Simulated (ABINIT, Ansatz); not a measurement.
An input for ABINIT 10.8.3 (KNaMg2F6 (P4/mmm)):

```
acell 3*1.0 Angstrom
rprim 
  4.007581000000 0.000000000000 0.000000000000
  0.000000000000 4.007581000000 0.000000000000
  0.000000000000 0.000000000000 7.994870000000
ntypat 4
znucl 19 11 12 9
natom 10
typat 1 2 3 3 4 4 4 4 4 4
xred 
  0.500000000000 0.500000000000 0.500000000000
  0.500000000000 0.500000000000 0.000000000000
  0.000000000000 0.000000000000 0.246633000000
  0.000000000000 0.000000000000 0.753367000000
  0.500000000000 0.000000000000 0.243520000000
  0.500000000000 0.000000000000 0.756480000000
  0.000000000000 0.500000000000 0.756480000000
  0.000000000000 0.500000000000 0.243520000000
  0.000000000000 0.000000000000 0.000000000000
  0.000000000000 0.000000000000 0.500000000000
pp_dirpath "pseudos"
pseudos "K.upf, Na.upf, Mg.upf, F.upf"
ecut 38
ngkpt 4 4 2
nshiftk 1
shiftk 0.11 0.21 0.31
kptopt 3
chksymbreak 0
iscf -2
irdden 1
istwfk *1
nband 62
nbdbuf 4
tolwfr 1e-09
nstep 60
prtvol 0
indata_prefix "in"
outdata_prefix "out"
tmpdata_prefix "tmp"
```

```sh
OMP_NUM_THREADS=1 mpirun -n 4 abinit run.abi > log
```

**Question.** Estimate wall time and host memory on 4 MPI ranks of Intel Xeon 6975P-C (Granite Rapids), shared host.

It took 3.3 min; on shared hardware allow 100 s to 6.7 min. Peak host memory was 0.69 GiB.

[Paths, hosts, dates, memory and timing lines, banners, echoed tables and standing remarks are left out of the program output.]

[Logs are printed without paths, hosts, clocks, repeated set-up lines and the standing remarks that a program may print on its own settings, such as how far it seeks lower states.]

[Runs of the session that timed out or met a known fault of the program may be left out.]

[Hosts, paths, dates, database ids (printed as entryN), source tags and the programs' standing remarks are cut or masked in the printed files.]

[G0W0 gaps are taken among the corrected bands and points alone; a level outside them can change the order at an edge.]

[Where Ansatz stands beside ABINIT at settings called matched, ABINIT's density can come from a denser mesh and the files from another edition; pairs whose starting gaps differed by over 0.03 eV were left out, so agreement reads better than it is.]
